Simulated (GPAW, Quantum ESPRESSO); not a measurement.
# Core-hole calculation of the Cr K edge in CrB4 (Immm), part 3 of 4

Aim: the Cr K edge of CrB4 (Immm) by two routes, a Lanczos recursion (XSpectra) and a sum over empty bands (GPAW), to see which features are robust.

Quantum ESPRESSO 7.5 and GPAW 26.7.0; core-hole supercells, plane-wave PAW LDA.

So far. Step 2 (Ground state of the crystal (Quantum ESPRESSO)): The mesh shows no gap, so the system is treated as a metal and the core electron is put at the Fermi level (neutral cell). Step 3 (Spectrum without a core hole, Cr atom 1 (Quantum …): Main maxima below 30 eV (height): 8.8 eV (0.99), 11.3 eV (0.80), 19.4 eV (3.01), 23.9 eV (2.16) and 27.7 eV (2.20). A K edge sees empty p states.

## (8) Spectrum with XCH, Cr atom 1 (Quantum ESPRESSO)

Level of this step: X-ray absorption near-edge structure, plane-wave PAW LDA, one-electron final states by a Lanczos continued fraction (Quantum ESPRESSO).

The Lanczos recursion gives the spectrum without computing empty bands; each polarisation needs a run of its own on the full k mesh. xe0 is set between filled and empty states, and states below it are cut, here at the Fermi level, which holds the excited electron. The file of filecore holds the core orbital, taken from the hole-free data set.

File xspectra.in:

```
&input_xspectra
   calculation='xanes_dipole', edge='K'
   prefix='x', outdir='tmp', xiabs=1, xe0=11.6888
   xonly_plot=.false., x_save_file='xanes.sav'
   xniter=3000, xcheck_conv=20, xerror=0.005
   xcoordcrys=.false., xepsilon(1)=1, xepsilon(2)=0, xepsilon(3)=0
/
&plot
   xnepoint=306, xemin=-10, xemax=45, terminator=.true., cut_occ_states=.true.
   xgamma=0.54
/
&pseudos
   filecore='../Cr.wfc'
/
&cut_occ
   cut_desmooth=0.1, cut_stepl=0.05, cut_stepu=0.05, cut_ierror=1e-5
/
6 6 6 0 0 0
```

xspectra_1.in, as its differences from xspectra.in of step 8:

```diff
@@ -5,3 +5,3 @@
    xniter=3000, xcheck_conv=20, xerror=0.005
-   xcoordcrys=.false., xepsilon(1)=1, xepsilon(2)=0, xepsilon(3)=0
+   xcoordcrys=.false., xepsilon(1)=0, xepsilon(2)=1, xepsilon(3)=0
 /
```

xspectra_2.in, as its differences from xspectra_1.in of step 8:

```diff
@@ -5,3 +5,3 @@
    xniter=3000, xcheck_conv=20, xerror=0.005
-   xcoordcrys=.false., xepsilon(1)=0, xepsilon(2)=1, xepsilon(3)=0
+   xcoordcrys=.false., xepsilon(1)=0, xepsilon(2)=0, xepsilon(3)=1
 /
```

On the command line:

```bash
OMP_NUM_THREADS=1 mpirun --oversubscribe --bind-to none -np 4 xspectra.x -nk 4 -in xspectra.in > xspectra.out
```

Numbers of over 12 decimals in the logs are rounded to 6 here.

Log:

```text
     [... banner and references ...]
Reading input_file

     calculation: xanes_dipole

     xepsilon  [cartesian coordinates]:   1.000000   0.000000   0.000000

     xonly_plot: FALSE
        => complete calculation: Lanczos + spectrum plot

     filecore (core-wavefunction file): ../Cr.wfc

     main plot parameters:
        cut_occ_states: TRUE
        gamma_mode:  constant
        -> using xgamma [eV]:  0.54
        xemin [eV]: -10.00
        xemax [eV]:  45.00
        xnepoint:  306
        xe0 [eV]:  11.688800 (energy zero read in input file)

     WARNING: variable ef_r is obsolete

                      Reading SCF save directory: x.save

     tmp/x.save/

     Exchange-correlation= PZ
                           (   1   1   0   0   0   0   0)

     G-vector sticks info

     negative rho (up, down):  9.427E-02 9.441E-02

                           Getting the Fermi energy

     From SCF save directory (spin polarized work):
        ehomo [eV]:   12.0394 (highest occupied level:max of up and down)
        elumo [eV]:   12.0683 (lowest occupied level:min of up and down)
        ef    [eV]:   12.0394

     -> ef (in eV) will be written in x_save_file

                           Energy zero of the spectrum

     -> ef will NOT be used as energy zero of the spectrum
       (because xe0 read in input file)

     G-vector sticks info

     bravais-lattice index     =            0
     lattice parameter (alat)  =       8.9728  a.u.
     unit-cell volume          =     757.1468 (a.u.)^3
     number of atoms/cell      =           15
     number of atomic types    =            3
     number of electrons       =        55.00
     number of Kohn-Sham states=           38
     kinetic-energy cutoff     =      53.0000  Ry
     charge density cutoff     =     350.0000  Ry
     Exchange-correlation= PZ
                           (   1   1   0   0   0   0   0)

     celldm(1)=   8.972798  celldm(2)=   0.000000  celldm(3)=   0.000000
     celldm(4)=   0.000000  celldm(5)=   0.000000  celldm(6)=   0.000000

     crystal axes: (cart. coord. in units of alat)
               a(1) = (   0.000000  -1.000000   0.000000 )
               a(2) = (   0.000000   0.000000   1.155301 )
               a(3) = (  -0.907196  -0.500000   0.577650 )

     reciprocal axes: (cart. coord. in units 2 pi/alat)
               b(1) = (  0.551149 -1.000000  0.000000 )
               b(2) = (  0.551149  0.000000  0.865575 )
               b(3) = ( -1.102297  0.000000  0.000000 )

     PseudoPot. #1 for Cr:     Pseudo is Projector augmented-wave + core cor, Zval =  7.0

     PseudoPot. #2 for Cr:     Pseudo is Projector augmented-wave + core cor, Zval =  6.0

     ../pp/B.lda-n-kjpaw.UPF
     Pseudo is Projector augmented-wave + core cor, Zval =  3.0
     Shape of augmentation charge: PSQ
     Using radial grid of 1059 points,  4 beta functions with:
                l(1) =   0
                l(2) =   0
                l(3) =   1
                l(4) =   1
     Q(r) pseudized with 0 coefficients

     atomic species   valence    mass     pseudopotential
     Cr0               7.00     1.00000     Cr( 1.00)
     Cr                6.00     1.00000     Cr( 1.00)
     B                 3.00     1.00000     B ( 1.00)

     Starting magnetic structure
     atomic species   magnetization
     Cr0             0.430
     Cr              0.500
     B               0.000

      8 Sym. Ops., with inversion, found

   Cartesian axes

     site n.     atom                  positions (alat units)
         1        Cr0    tau(   1) = (   0.0000000   0.0000000   0.0000000  )
         2        Cr     tau(   2) = (  -0.3023988  -0.5000000   0.5776505  )
         3        Cr     tau(   3) = (  -0.6047976  -1.0000000   1.1553010  )
         4        B      tau(   4) = (   0.0000000  -0.8067000   0.3975391  )
         5        B      tau(   5) = (  -0.3023988  -0.3067000   0.9751895  )
         6        B      tau(   6) = (  -0.6047976  -0.8067000   0.3975391  )
[...]
13        B      tau(  13) = (  -0.6047976  -1.1933000   0.3975391  )
        14        B      tau(  14) = (   0.0000000  -0.1933000   0.3975391  )
        15        B      tau(  15) = (  -0.3023988  -0.6933000   0.9751895  )

     number of k points=   216  Marzari-Vanderbilt smearing, width (Ry)=  0.0150

     Number of k-points >= 100: set verbosity='high' to print them.

     Dense  grid:    83741 G-vectors     FFT dimensions: (  54,  64,  64)

     Smooth grid:    39453 G-vectors     FFT dimensions: (  45,  50,  50)

     The potential is recalculated from file :
     tmp/x.save/charge-density

     negative rho (up, down):  9.427E-02 9.441E-02
     Starting wfcs are   75 atomic wfcs
     Checking if some PAW data can be deallocated...

               Reading core wavefunction file for the absorbing atom

     ../Cr.wfc successfully read

                              Attributing the PAW radii
                     for the absorbing atom [units: Bohr radius]

        PAW proj 1: r_paw(l= 0)= 3.45  (1.5*r_cut)
        PAW proj 2: r_paw(l= 0)= 3.45  (1.5*r_cut)
        PAW proj 3: r_paw(l= 1)= 3.45  (1.5*r_cut)
        PAW proj 4: r_paw(l= 1)= 3.45  (1.5*r_cut)
        PAW proj 5: r_paw(l= 2)= 2.85  (1.5*r_cut)
        PAW proj 6: r_paw(l= 2)= 2.85  (1.5*r_cut)

        NB: The calculation will not necessary use all these r_paw values.
            - For a edge in the electric-dipole approximation,
              only the r_paw(l=1) values are used.
            - For a K edge in the electric-quadrupole approximation,
              only the r_paw(l=2) values are used.

            - For a L2 or L3 edge in the electric-quadrupole approximation,

              all projectors (s, p and d) are used.

                          Starting XANES calculation
                     in the electric dipole approximation

     Method of calculation based on the Lanczos recursion algorithm
        - STEP 1: Construction of a kpoint-dependent Lanczos basis,
          in which the Hamiltonian is tridiagonal (each 'iter'
          corresponds to the calculation of one more Lanczos vector)
        - STEP 2: Calculation of the cross-section as a continued fraction
          averaged over the k-points.

     ... Begin STEP 1 ...

        Radial transition matrix element(s) used in the calculation of the
        initial vector of the Lanczos basis (|tilde{phi}_abs> normalized)
        | For PAW proj. (l=1) #1: radial matrix element =   0.005829750
        | For PAW proj. (l=1) #2: radial matrix element =   0.009515313

NB: the   108 k-point are not all listed below because npool=  4
        |-------------------------------------------------------------
        ! k-point #     1:  ( 0.0000,  0.0000,  0.0000),  0.0046,   1
        |-------------------------------------------------------------
 okvan= T
        |   Norm of the initial Lanczos vector: 0.67837413E-02
        |   Estimated error at iter     20:   1.01414976
        |   Estimated error at iter     40:   0.45714364
        |   Estimated error at iter     60:   0.44805568
        |   Estimated error at iter     80:   0.23219639
        |   Estimated error at iter    100:   0.15428152
[...]
!   => CONVERGED at iter    160 with error=  0.00026040
        |-------------------------------------------------------------
        ! k-point #     2:  (-0.1837,  0.0000,  0.0000),  0.0046,   1
        |-------------------------------------------------------------
 okvan= T
        |   Norm of the initial Lanczos vector: 0.67837450E-02
[...]
!   => CONVERGED at iter    300 with error=  0.00206778
        |-------------------------------------------------------------
     [... 105 further k-points ...]
        ! k-point #   108:  (-0.2756, -0.3333,  0.7213),  0.0046,   1
        |-------------------------------------------------------------
 okvan= T
        |   Norm of the initial Lanczos vector: 0.67837545E-02
[...]
|   Estimated error at iter    360:   0.00810284
        |   Estimated error at iter    380:   0.00960025
        |   Estimated error at iter    400:   0.00922667
        !   => CONVERGED at iter    420 with error=  0.00302760

     Results of STEP 1 successfully written in x_save_file
     x_save_file name:
     ->  xanes.sav
     x_save_file version:  2

     ... End STEP 1 ...

     ... Begin STEP 2 ...

     The spectrum is calculated using the following parameters:
        xe0 [eV]:   11.6888
        the occupied states are elimintate from the spectrum
        xemin [eV]: -10.00
        xemax [eV]:  45.00
        xnepoint:  306
        constant broadening parameter [eV]:    0.540
        Core level energy [eV]:  -5989.
         (from electron binding energy of neutral atoms in X-ray data booklet)

     Cross-section successfully written in xanes.dat

     ... End STEP 2 ...

                                END JOB XSpectra
```

The job ended after 12 min (4 MPI ranks of Arm Neoverse V1, shared host; peak memory 0.14 GiB).

The Cr K spectrum, Cr atom 1, excited-electron core hole (neutral cell) (energy from the energy zero of the input (xe0, at the border of filled and empty states); intensity scaled to a mean of 1 over the first 20 eV; the points at xe0, where the cut of filled states can leave a spike, are interpolated; polarised curves are means over the symmetry-equivalent atoms):

```csv
E (eV),isotropic,ε ∥ x,ε ∥ y,ε ∥ z
-2.00,0.03,0.04,0.03,0.03
-1.25,0.04,0.05,0.03,0.03
-0.50,0.06,0.09,0.04,0.04
0.25,0.10,0.19,0.06,0.06
1.00,0.14,0.26,0.08,0.09
1.75,0.17,0.27,0.11,0.13
2.50,0.21,0.32,0.16,0.14
3.25,0.19,0.28,0.17,0.14
4.00,0.17,0.24,0.14,0.14
4.75,0.25,0.37,0.18,0.21
5.50,0.40,0.57,0.31,0.32
6.25,0.55,0.68,0.52,0.45
7.00,0.69,0.69,0.75,0.63
7.75,0.86,0.71,0.93,0.94
8.50,0.88,0.72,0.93,0.97
9.25,0.73,0.61,0.68,0.90
10.00,0.69,0.52,0.59,0.97
10.75,0.73,0.59,0.59,1.01
11.50,0.71,0.66,0.61,0.87
12.25,0.83,0.89,0.81,0.78
13.00,1.03,1.28,0.96,0.86
13.75,1.24,1.63,1.12,0.96
14.50,1.42,1.86,1.42,0.98
15.25,1.50,1.86,1.78,0.87
16.00,1.59,2.04,1.91,0.83
16.75,1.91,2.59,2.26,0.89
17.50,2.07,2.99,2.20,1.02
18.25,2.55,3.28,3.15,1.23
19.00,2.84,3.05,4.13,1.35
19.75,2.55,2.39,3.74,1.54
20.50,2.01,1.98,2.16,1.88
21.25,1.94,2.11,1.41,2.30
22.00,1.91,1.93,1.15,2.64
22.75,1.79,1.52,1.09,2.75
23.50,1.99,1.37,1.33,3.27
24.25,1.99,0.98,1.66,3.32
25.00,1.75,0.87,1.45,2.93
25.75,1.78,0.91,1.54,2.91
26.50,1.99,1.06,1.56,3.35
27.25,1.87,1.07,1.55,2.97
28.00,1.77,1.15,1.69,2.47
28.75,1.66,1.37,1.63,1.98
29.50,1.75,1.67,1.76,1.83
30.25,1.83,1.82,1.93,1.76
31.00,1.70,1.73,1.86,1.50
31.75,1.60,1.76,1.77,1.26
```

Main maxima below 30 eV (height): 8.2 eV (0.90), 19.0 eV (2.84), 21.6 eV (2.00), 24.1 eV (1.99) and 26.6 eV (2.00). 

The total-energy difference is 5996.84 eV. One term is added: -24.69 eV, since the hole is spin-paired here and a spin-polarised one costs that much less in the free atom (computed apart). The photon energy is then 5972.15 eV. The tabulated edge of the element is 5989 eV. The functional leaves an error in such absolute values: in the free atom LDA prices this hole 14.7 eV below PBE (computed apart), and PBE is itself good to a few eV.

## (9) Another broadening

The final state's lifetime shortens with energy, so measured features broaden above the edge; the saved Lanczos coefficients are redrawn with a width that grows.

File xspectra_plot.in:

```
&input_xspectra
   calculation='xanes_dipole', edge='K'
   prefix='x', outdir='tmp', xiabs=1, xe0=11.6888
   xonly_plot=.true., x_save_file='xanes.sav'
   xniter=3000, xcheck_conv=20, xerror=0.005
   xcoordcrys=.false., xepsilon(1)=1, xepsilon(2)=0, xepsilon(3)=0
/
&plot
   xnepoint=306, xemin=-10, xemax=45, terminator=.true., cut_occ_states=.true.
   gamma_mode='variable', gamma_energy(1)=4, gamma_energy(2)=25, gamma_value(1)=0.54, gamma_value(2)=4
/
&pseudos
   filecore='../Cr.wfc'
/
&cut_occ
   cut_desmooth=0.1, cut_stepl=0.05, cut_stepu=0.05, cut_ierror=1e-5
/
6 6 6 0 0 0
```

On the command line:

```bash
OMP_NUM_THREADS=1 xspectra.x -in xspectra_plot.in > xspectra_plot.out
```

Log:

```text
     [... banner and references ...]
Reading input_file
     -------------------------------------------------------------------------

     calculation: xanes_dipole

     xonly_plot: TRUE
        => only the spectrum plot

     main plot parameters:
        cut_occ_states: TRUE
        gamma_mode:  variable
        -> first, constant up to point ( 4.00, 0.54) [eV]
        -> then, linear up to point (25.00, 4.00) [eV]
        -> finally, constant up to xemax
        xemin [eV]: -10.00
        xemax [eV]:  45.00
        xnepoint:  306
[...]
xemin [eV]: -10.00
        xemax [eV]:  45.00
        xnepoint:  306
        energy-dependent broadening parameter:
         -> first, constant up to point ( 4.00, 0.54) [eV]
         -> then, linear up to point (25.00, 4.00) [eV]
         -> finally, constant up to xemax
        Core level energy [eV]:  -5989.
         (from electron binding energy of neutral atoms in X-ray data booklet)

     Cross-section successfully written in xanes.dat

     -------------------------------------------------------------------------
                                END JOB XSpectra
     -------------------------------------------------------------------------
[key lines of the parts left out:]
Fermi level [eV]:  12.0394
```

Run time: 13 s. Hardware: 1 MPI rank; peak memory 0.06 GiB.

With a Lorentzian half width 0.54 eV up to 4 eV, rising linearly to 4 eV at 25 eV, the maxima are 2.8 eV (0.24) and 19.0 eV (2.05).

## (10) The field without a hole (GPAW)

The second program starts from its own ground state, on the same cell and functional.

File scf.py:

```python
import numpy as np
from ase import Atoms
from ase.parallel import parprint, paropen
from gpaw import GPAW, PW, FermiDirac, Mixer, MixerDif, setup_paths
from gpaw.test import gen
setup_paths.insert(0, '.')
gen('Cr', name='nch1s', xcname='LDA', corehole=(1, 0, 0), write_xml=True)
from gpaw.mpi import world
world.barrier()

atoms = Atoms('CrB4',
    cell=[[-1.43585, 2.3741, 2.7428],
     [1.43585, -2.3741, 2.7428],
     [1.43585, 2.3741, -2.7428]],
    scaled_positions=[[0, 0, 0],
     [0.5374, 0.3441, 0.1933],
     [0.4626, 0.6559, 0.8067],
     [0.8492, 0.6559, 0.1933],
     [0.1508, 0.3441, 0.8067]],
    magmoms=[3.0, 0.0, 0.0, 0.0, 0.0],
    pbc=True)
atoms.calc = calc = GPAW(legacy_gpaw=True, mode=PW(500), xc='LDA', setups={0: 'nch1s'},
    kpts={'size': (10, 10, 10), 'gamma': True}, occupations=FermiDirac(0.05),
    charge=0, mixer=MixerDif(0.05, 8, 50), maxiter=150,
    convergence={'density': 0.0001}, txt='scf.txt')
energy = atoms.get_potential_energy() + calc.get_reference_energy()
ef = calc.get_fermi_level()
out = dict(energy=energy, fermi=ef, forces=atoms.get_forces().tolist(), magmoms=atoms.get_magnetic_moments().tolist())
parprint(f'all-electron energy {energy:.4f} eV, Fermi level {ef:.4f} eV')
ev = np.array([[calc.get_eigenvalues(k, s) for k in range(len(calc.get_ibz_k_points()))] for s in range(calc.get_number_of_spins())])
out['homo'], out['lumo'], out['counts'] = ev[ev < ef].max(), ev[ev > ef].min(), sorted(set((ev < ef).sum((0, 2)).tolist()))
out['filled'] = (ev[:, 0] < ef).sum(1).tolist()
import json
with paropen('out.json', 'w') as f:
    json.dump(out, f)
```

On the command line:

```bash
OMP_NUM_THREADS=1 mpirun -n 4 gpaw python scf.py
```

Log:

```text
Input parameters:
  convergence: {density: 0.0001}
  kpts: {gamma: True,
         size: (10, 10, 10)}
  maxiter: 150
  mixer: {backend: pulay,
          beta: 0.05,
          method: difference,
          nmaxold: 8,
          weight: 50}
  mode: {ecut: 500.0,
         name: pw}
  occupations: {fixmagmom: False,
                name: fermi-dirac,
                width: 0.05}
  setups: {0: nch1s}

Initialize ...

[...]
*s    :     0.845993
4p(0) :    -0.039650     0.992526
*p    :     0.960350
3d(5) :    -0.114964     0.480253
*d    :     0.885036
--------------------------------

Diagonalizing with gridspacing h=0.050

state   all-electron     PAW
-------------------------------
4s:      -0.154007    -0.154060
4p:      -0.039650    -0.039593
3d:      -0.114964    -0.115423
*f:                    0.067009
-------------------------------
all-electron energy -31219.1914 eV, Fermi level 10.2563 eV
[key lines of the parts left out:]
Converged after 35 iterations.
Dipole moment: (0.000000, 0.000000, -0.000000) |e|*Ang
Free energy:    -42.052680
Fermi level: 10.25630
```

It took 1.8 min on 4 MPI ranks; peak memory 0.24 GiB.

The mesh shows no gap, so the system is treated as a metal and the core electron is put at the Fermi level (neutral cell).

## (11) Supercell without a hole, the energy reference (GPAW)

Total energies of two programs can't be mixed, so the cell and mesh of GPAW's hole run get a reference energy of their own.

scf.py: that of step 10 with these lines changed.

```diff
@@ -10,15 +10,25 @@
 
-atoms = Atoms('CrB4',
-    cell=[[-1.43585, 2.3741, 2.7428],
-     [1.43585, -2.3741, 2.7428],
-     [1.43585, 2.3741, -2.7428]],
+atoms = Atoms('Cr3B12',
+    cell=[[0, -4.7482, 0],
+     [0, 0, 5.4856],
+     [-4.30755, -2.3741, 2.7428]],
     scaled_positions=[[0, 0, 0],
-     [0.5374, 0.3441, 0.1933],
-     [0.4626, 0.6559, 0.8067],
-     [0.8492, 0.6559, 0.1933],
-     [0.1508, 0.3441, 0.8067]],
-    magmoms=[3.0, 0.0, 0.0, 0.0, 0.0],
+     [0.33333333, 0.33333333, 0.33333333],
+     [0.66666667, 0.66666667, 0.66666667],
+     [0.8067, 0.3441, 0],
+     [0.14003333, 0.67743333, 0.33333333],
+     [0.47336667, 0.01076667, 0.66666667],
+     [0.85996667, 0.32256667, 0.66666667],
+     [0.1933, 0.6559, 0],
+     [0.52663333, 0.98923333, 0.33333333],
+     [0.8067, 0.6559, 0],
+     [0.14003333, 0.98923333, 0.33333333],
+     [0.47336667, 0.32256667, 0.66666667],
+     [0.85996667, 0.01076667, 0.66666667],
+     [0.1933, 0.3441, 0],
+     [0.52663333, 0.67743333, 0.33333333]],
+    magmoms=[3.0, 3.0, 3.0, 0.0, 0.0, 0.0, 0.0, 0.0, 0.0, 0.0, 0.0, 0.0, 0.0, 0.0, 0.0],
     pbc=True)
 atoms.calc = calc = GPAW(legacy_gpaw=True, mode=PW(500), xc='LDA', setups={0: 'nch1s'},
-    kpts={'size': (10, 10, 10), 'gamma': True}, occupations=FermiDirac(0.05),
+    kpts={'size': (4, 4, 4), 'gamma': True}, occupations=FermiDirac(0.1),
     charge=0, mixer=MixerDif(0.05, 8, 50), maxiter=150,
```

Log:

```text
Input parameters:
  convergence: {density: 0.0001}
  kpts: {gamma: True,
         size: (4, 4, 4)}
  maxiter: 150
  mixer: {backend: pulay,
          beta: 0.05,
          method: difference,
          nmaxold: 8,
          weight: 50}
  mode: {ecut: 500.0,
         name: pw}
  occupations: {fixmagmom: False,
                name: fermi-dirac,
                width: 0.1}
  setups: {0: nch1s}

Initialize ...

[...]
warnings.warn(
<dir> UserWarning: Using symmetrized grid: (30,30,30).

  warnings.warn('Using symmetrized grid: ({},{},{}).\n'.format(*N_c))
<dir> UserWarning: Using symmetrized grid: (30,30,30).

  warnings.warn('Using symmetrized grid: ({},{},{}).\n'.format(*N_c))
<dir> UserWarning: Using symmetrized grid: (30,30,30).

  warnings.warn('Using symmetrized grid: ({},{},{}).\n'.format(*N_c))
all-electron energy -93657.5392 eV, Fermi level 10.2483 eV
[key lines of the parts left out:]
Converged after 37 iterations.
Dipole moment: (-0.000000, -0.000000, 0.000000) |e|*Ang
Free energy:   -126.153728
Fermi level: 10.24826
```

The job ended after 1.7 min (4 MPI ranks; peak memory 0.36 GiB; 6.9 min of CPU time).

Reference energy: -93657.539 eV with the cores included.

(Part 3 of 4 ends here.)

[Banner, clock and machine lines of the logs are left out without a mark of their own.]

[Logs are printed without paths, hosts, clocks, repeated set-up lines and the standing remarks that a program may print on its own settings, such as how far it seeks lower states.]

[Hosts, paths, dates, database ids (printed as entryN), source tags and the programs' standing remarks are cut or masked in the printed files.]

[Lists of maxima count a maximum above −3 eV only where it reaches 4 % of the highest in the window and stands out from its surroundings by 2 % of it (1.5 % where it reaches 55 %); shoulders and weaker maxima are passed over, and of the rest the first, up to two pre-edge ones and the few strongest are named.]
